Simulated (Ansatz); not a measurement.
# TiC (Fm-3m): zone-centre modes under pressure, part 2 of 2

Aim: how do the optical modes of TiC (Fm-3m) move with volume?

Ansatz 0.2.0; DFT LDA, scalar-relativistic, plane waves, PAW; PAW set soft_1.

So far, highest optical mode at the zone centre (no LO-TO term) (cm⁻¹): step 5 (modes at rest) 555.

The database entry behind the starting cell differs from later determinations by our own check (0.1 to 0.3 % short, probably kX units), so it need not match the best structure at ambient conditions.

## Step 7: Zone-centre modes of the member: 1.06 times the volume at rest

The zone-centre modes follow for 1.06 times the volume at rest.

The input, input.yaml:

```yaml
crystal:
  lattice:
    - [0.0, 2.172196798, 2.172196798]
    - [2.172196798, 0.0, 2.172196798]
    - [2.172196798, 2.172196798, 0.0]
  atoms:
    - { symbol: C, position: [0.5, 0.5, 0.5] }
    - { symbol: Ti, position: [0.0, 0.0, 0.0] }
kpoints:
  mp_grid: { grid: [16, 16, 16] }
hamiltonian:
  xc: lda
  pseudopotentials: { kind: paw, azcp: { folder: soft_1 }, xc_functional: pbe }
scf:
  occupations: { method: methfessel_paxton, width: 0.2 }
output:
  eigenvalues: true
phonons:
  method: dfpt
```

On the command line:

```
ansatz run input.yaml --threads 4 --pin off --max-ram 10240MiB --backend cpu --events-out ev --progress --plain --runs-dir out
```

Numbers of over 12 decimals in the logs are rounded to 6 here.

Log:

```text
[...]
Crystal: 2 atoms, lattice volume = 20.499 Å³
Basis set: ecut = 420 eV, 411 PW (Γ), exchange–correlation on 48×48×48 points (8 copies of the dense FFT grid, shifted against one another)
Bands: 12, of which v1, the nominal top of the filled ones, is band 8 counted from 1 (7 counted from 0)
Symmetry: 48 space group operations
k-points: 349 of 4096 (irreducible under 8 space group operations, time reversal used)
[...]
SCF iter   1: F=—  HF=-2696.130855 eV  |F-HF|=—  |Δ(HF+E_count)|=         —  Δρ=1.38e-1  dr2=5.10e0  ethr=3.10e-3  ⟨swp⟩=4.3  Hψ=19856  notcnv=0
[...]
SCF iter   9: F=-2695.130688 eV  HF=-2695.130688 eV  |F-HF|=0.00e0  |Δ(HF+E_count)|=  9.55e-12  S|Δr|=    0.00e0  Δρ=1.92e-8  dr2=5.10e-14  ethr=1.00e-12  ⟨swp⟩=4.9  Hψ=14731  notcnv=0
SCF 1 converged in 9 iterations: F = -2695.130688 eV  dr2 = 5.10e-14
[...]
SCF converged after 9 iterations
[...]
Free energy (F): -2695.130688 eV
[...]
Internal energy: -2695.130305 eV  (E = F + TS)
E sigma→0 (E₀):  -2695.130592 eV
Entropy (-TS):   -0.000384 eV (-0.192 meV/atom)
Fermi energy:    14.147220 eV
[...]
--- Band table (eV; the first three rows and the last of 349) ---
  k-point 0: bands = [... 4 lower, 1.9781, 14.7935, 14.7935, 14.7935, 15.8415, 15.8415, 15.8415, 15.8646]
  k-point 1: bands = [... 4 lower, 2.0664, 14.3727, 14.6147, 14.6147, 15.1629, 15.1629, 16.0634, 16.8491]
  k-point 2: bands = [... 4 lower, 2.3257, 13.5216, 13.8772, 13.8772, 15.2192, 15.2192, 16.3813, 17.9003]
  k-point 348: bands = [... 4 lower, 4.8623, 11.0538, 11.0538, 11.4855, 16.8915, 16.8915, 17.6014, 19.2681]
[...]
ASR residual: 1.468e-5 → 0.000e0 eV/Å²; symmetrization residual: 4.140e-7 eV/Å²
  ASR residual per site (eV/Å²): 1.47e-5 6.15e-6
  Γ frequencies (cm⁻¹): 0.00 0.00 0.00 495.19 495.19 495.19
[...]
```

The job ended after 6 s (4 threads of AMD EPYC 7B13 (Zen 3), shared host; peak memory 0.63 GiB; 21 s of CPU time).

Numbers from this step:

```yaml
sum_rule_residual_before_enforcement: 1.47e-5 eV/Å²
highest_optical_mode_at_the_zone_centre_no_lo_to_term: 495.2 cm⁻¹
lowest_optical_zone_centre_mode: 495.2 cm⁻¹
```

Patterns of degenerate modes are one choice out of their space. Modes at Γ, with each element's share of the kinetic energy:

```tsv
mode	frequency (cm⁻¹)	symmetry	C %	Ti %
1	0.0	acoustic	20	80
2	0.0	acoustic	20	80
3	0.0	acoustic	20	80
4	495.2	T1u	80	20
5	495.2	T1u	80	20
6	495.2	T1u	80	20
```

The optical mode lies at 495.2 cm⁻¹.

For the highest optical mode at the zone centre (no LO-TO term), step 5 gave 555 cm⁻¹; this run, with volume ratio 1.06, gives 495 cm⁻¹ (-11 %).

## Step 8: Ground state of a member: 0.9 times the volume at rest

The cell is set to 0.9 times the volume at rest; symmetry leaves nothing else free, so this is a single point.

input.yaml, the sections that differ from step 7:

```yaml
crystal:
  lattice:
    - [0.0, 2.056891502, 2.056891502]
    - [2.056891502, 0.0, 2.056891502]
    - [2.056891502, 2.056891502, 0.0]
  atoms:
    - { symbol: C, position: [0.5, 0.5, 0.5] }
    - { symbol: Ti, position: [0.0, 0.0, 0.0] }
output:
  forces: true
  stress: true
  eigenvalues: true
# kpoints, hamiltonian, scf: as in step 7
# phonons: removed
```

Log:

```text
[...]
Crystal: 2 atoms, lattice volume = 17.405 Å³
Basis set: ecut = 420 eV, 331 PW (Γ)
Bands: 12, of which v1, the nominal top of the filled ones, is band 8 counted from 1 (7 counted from 0)
Symmetry: 48 space group operations
[...]
k-points: 145 of 4096
[...]
--- Band table (eV; the first three rows and the last of 145) ---
  k-point 0: bands = [... 4 lower, 4.2333, 17.7904, 17.7904, 17.7904, 19.0189, 19.0189, 19.0189, 19.1819]
  k-point 1: bands = [... 4 lower, 4.3421, 17.2981, 17.5909, 17.5909, 18.2661, 18.2661, 19.3136, 20.2958]
  k-point 2: bands = [... 4 lower, 4.6599, 16.3385, 16.7319, 16.7319, 18.3313, 18.3313, 19.7411, 21.5604]
  k-point 144: bands = [... 4 lower, 7.3719, 13.7388, 13.7388, 14.0472, 20.4344, 20.4344, 21.4239, 23.5206]
[key lines of the parts left out:]
SCF converged after 6 iterations
Free energy (F): -2694.983666 eV
Fermi energy:    17.116826 eV
P = ⅓ Tr σ = 36.6536 GPa (366.536 kbar)
```

The job ended after 0.62 s (4 threads; peak memory 0.37 GiB; 1.7 s of CPU time).

Numbers from this step:

| Item | Value |
| --- | --- |
| pressure | 36.65 GPa |
| volume per atom | 8.702 Å³ |

The forces vanish by symmetry, at a pressure of 36.65 GPa.

## Step 9: Modes of this member: 0.9 times the volume at rest

The zone-centre modes follow for 0.9 times the volume at rest.

input.yaml: that of step 8 with these lines changed.

```diff
@@ -16,4 +16,4 @@
 output:
-  forces: true
-  stress: true
   eigenvalues: true
+phonons:
+  method: dfpt
```

Log:

```text
[...]
Crystal: 2 atoms, lattice volume = 17.405 Å³
Basis set: ecut = 420 eV, 331 PW (Γ), exchange–correlation on 40×40×40 points (8 copies of the dense FFT grid, shifted against one another)
Bands: 12, of which v1, the nominal top of the filled ones, is band 8 counted from 1 (7 counted from 0)
Symmetry: 48 space group operations
k-points: 349 of 4096 (irreducible under 8 space group operations, time reversal used)
[...]
k-point 1: bands = [... 4 lower, 4.3421, 17.2981, 17.5909, 17.5909, 18.2661, 18.2661, 19.3137, 20.2958]
  k-point 2: bands = [... 4 lower, 4.6599, 16.3385, 16.7319, 16.7319, 18.3312, 18.3312, 19.7411, 21.5604]
  k-point 348: bands = [... 4 lower, 7.3720, 13.7388, 13.7388, 14.0472, 20.4344, 20.4344, 21.4238, 23.5205]
[...]
ASR residual: 2.801e-5 → 0.000e0 eV/Å²; symmetrization residual: 1.090e-7 eV/Å²
  ASR residual per site (eV/Å²): 3.39e-6 2.80e-5
  Γ frequencies (cm⁻¹): 0.00 0.00 0.00 663.30 663.30 663.30
[...]
[key lines of the parts left out:]
SCF converged after 8 iterations
Free energy (F): -2694.983667 eV
Fermi energy:    17.116838 eV
```

The job ended after 4.9 s (4 threads; peak memory 0.59 GiB; 17 s of CPU time).

Numbers from this step:

```
sum-rule residual before enforcement                    : 2.80e-5 eV/Å²
highest optical mode at the zone centre (no LO-TO term) : 663.3 cm⁻¹
lowest optical zone-centre mode                         : 663.3 cm⁻¹
```

Patterns of degenerate modes are one choice out of their space. Modes at Γ, with each element's share of the kinetic energy:

```tsv
mode	frequency (cm⁻¹)	symmetry	C %	Ti %
1	0.0	acoustic	20	80
2	0.0	acoustic	20	80
3	0.0	acoustic	20	80
4	663.3	T1u	80	20
5	663.3	T1u	80	20
6	663.3	T1u	80	20
```

The optical mode lies at 663.3 cm⁻¹.

For the highest optical mode at the zone centre (no LO-TO term), step 5 gave 555 cm⁻¹; this run, with volume ratio 0.9, gives 663 cm⁻¹ (+20 %).

## Step 10: The series together

The members are set side by side, also those not shown above.

Each row is one cell with its response, relaxed at fixed volume as far as symmetry leaves anything free; energies are extrapolated to zero smearing, and E0 is that at rest; shape and atoms are relaxed in each cell where symmetry leaves them free; all runs use 16×16×16 k points and Methfessel-Paxton smearing of 0.2 eV. State of the crystal along the series:

```tsv
volume ratio	V (Å³/atom)	pressure (GPa)	E - E0 (meV/atom)
0.9	8.702	36.65	101.3
0.92	8.896	27.77	62.52
0.94	9.089	19.75	33.93
0.96	9.283	12.49	14.54
0.98	9.476	5.928	3.51
0.99	9.572	2.885	0.8586
1	9.669	-0.008301	0
1.02	9.863	-5.379	3.305
1.04	10.06	-10.24	12.78
1.06	10.25	-14.63	27.84
```

Each mode is tracked from rest by its pattern, and modes that stay within 0.3 cm⁻¹ of each other stand once; shape and atoms are relaxed in each cell where symmetry leaves them free; all runs use 16×16×16 k points and Methfessel-Paxton smearing of 0.2 eV. Optical modes along the series:

```tsv
V (Å³/atom)	mode 4 T1u (cm⁻¹)
8.702	663.3
8.896	640.6
9.089	618.5
9.283	596.9
9.476	575.6
9.572	565.2
9.669	554.9
9.863	534.6
10.06	514.7
10.25	495.2
```

From cubic fits (parabolas where under five rows exist) of ln ω and P against ln V through the rows within about 4 % of rest: γ = −d ln ω / d ln V and dω/dP = γ ω / B. Slopes at rest:

```tsv
mode	fitted frequency at rest (cm⁻¹)	Grüneisen parameter γ	dω/dP (cm⁻¹/GPa)
mode 4 T1u	554.9	1.85	3.64
```

## Step 11: Summary of results

* members: 10
* highest optical mode at the zone centre (no LO-TO term), at rest: 554.9 cm⁻¹
* bulk modulus at rest: 282 GPa
* mode 4 T1u, γ: 1.85

What this shows: The series spans -14.6 to 36.7 GPa, and the slope at rest gives a bulk modulus of 282 GPa. The optical mode has γ = 1.85 and moves by 3.6 cm⁻¹ for each GPa. One k mesh and one cutoff serve the ground states and modes of all volumes. These are harmonic frequencies at zero temperature: anharmonic shifts, linewidths and thermal expansion are left out. With no gap, or one that is small against the smearing, the frequencies hang on the k mesh and the smearing, most of all near Kohn anomalies. The PAW files were made for PBE; the program adapts parts of them to the functional of the run, but their partial waves stay those of PBE, an approximation that was not tested in this session. Only the zone centre was solved, so an instability at another wavevector cannot show here.

[Logs are printed without paths, hosts, clocks, repeated set-up lines and the standing remarks that a program may print on its own settings, such as how far it seeks lower states.]

[Hosts, paths, dates, database ids (printed as entryN), source tags and the programs' standing remarks are cut or masked in the printed files.]
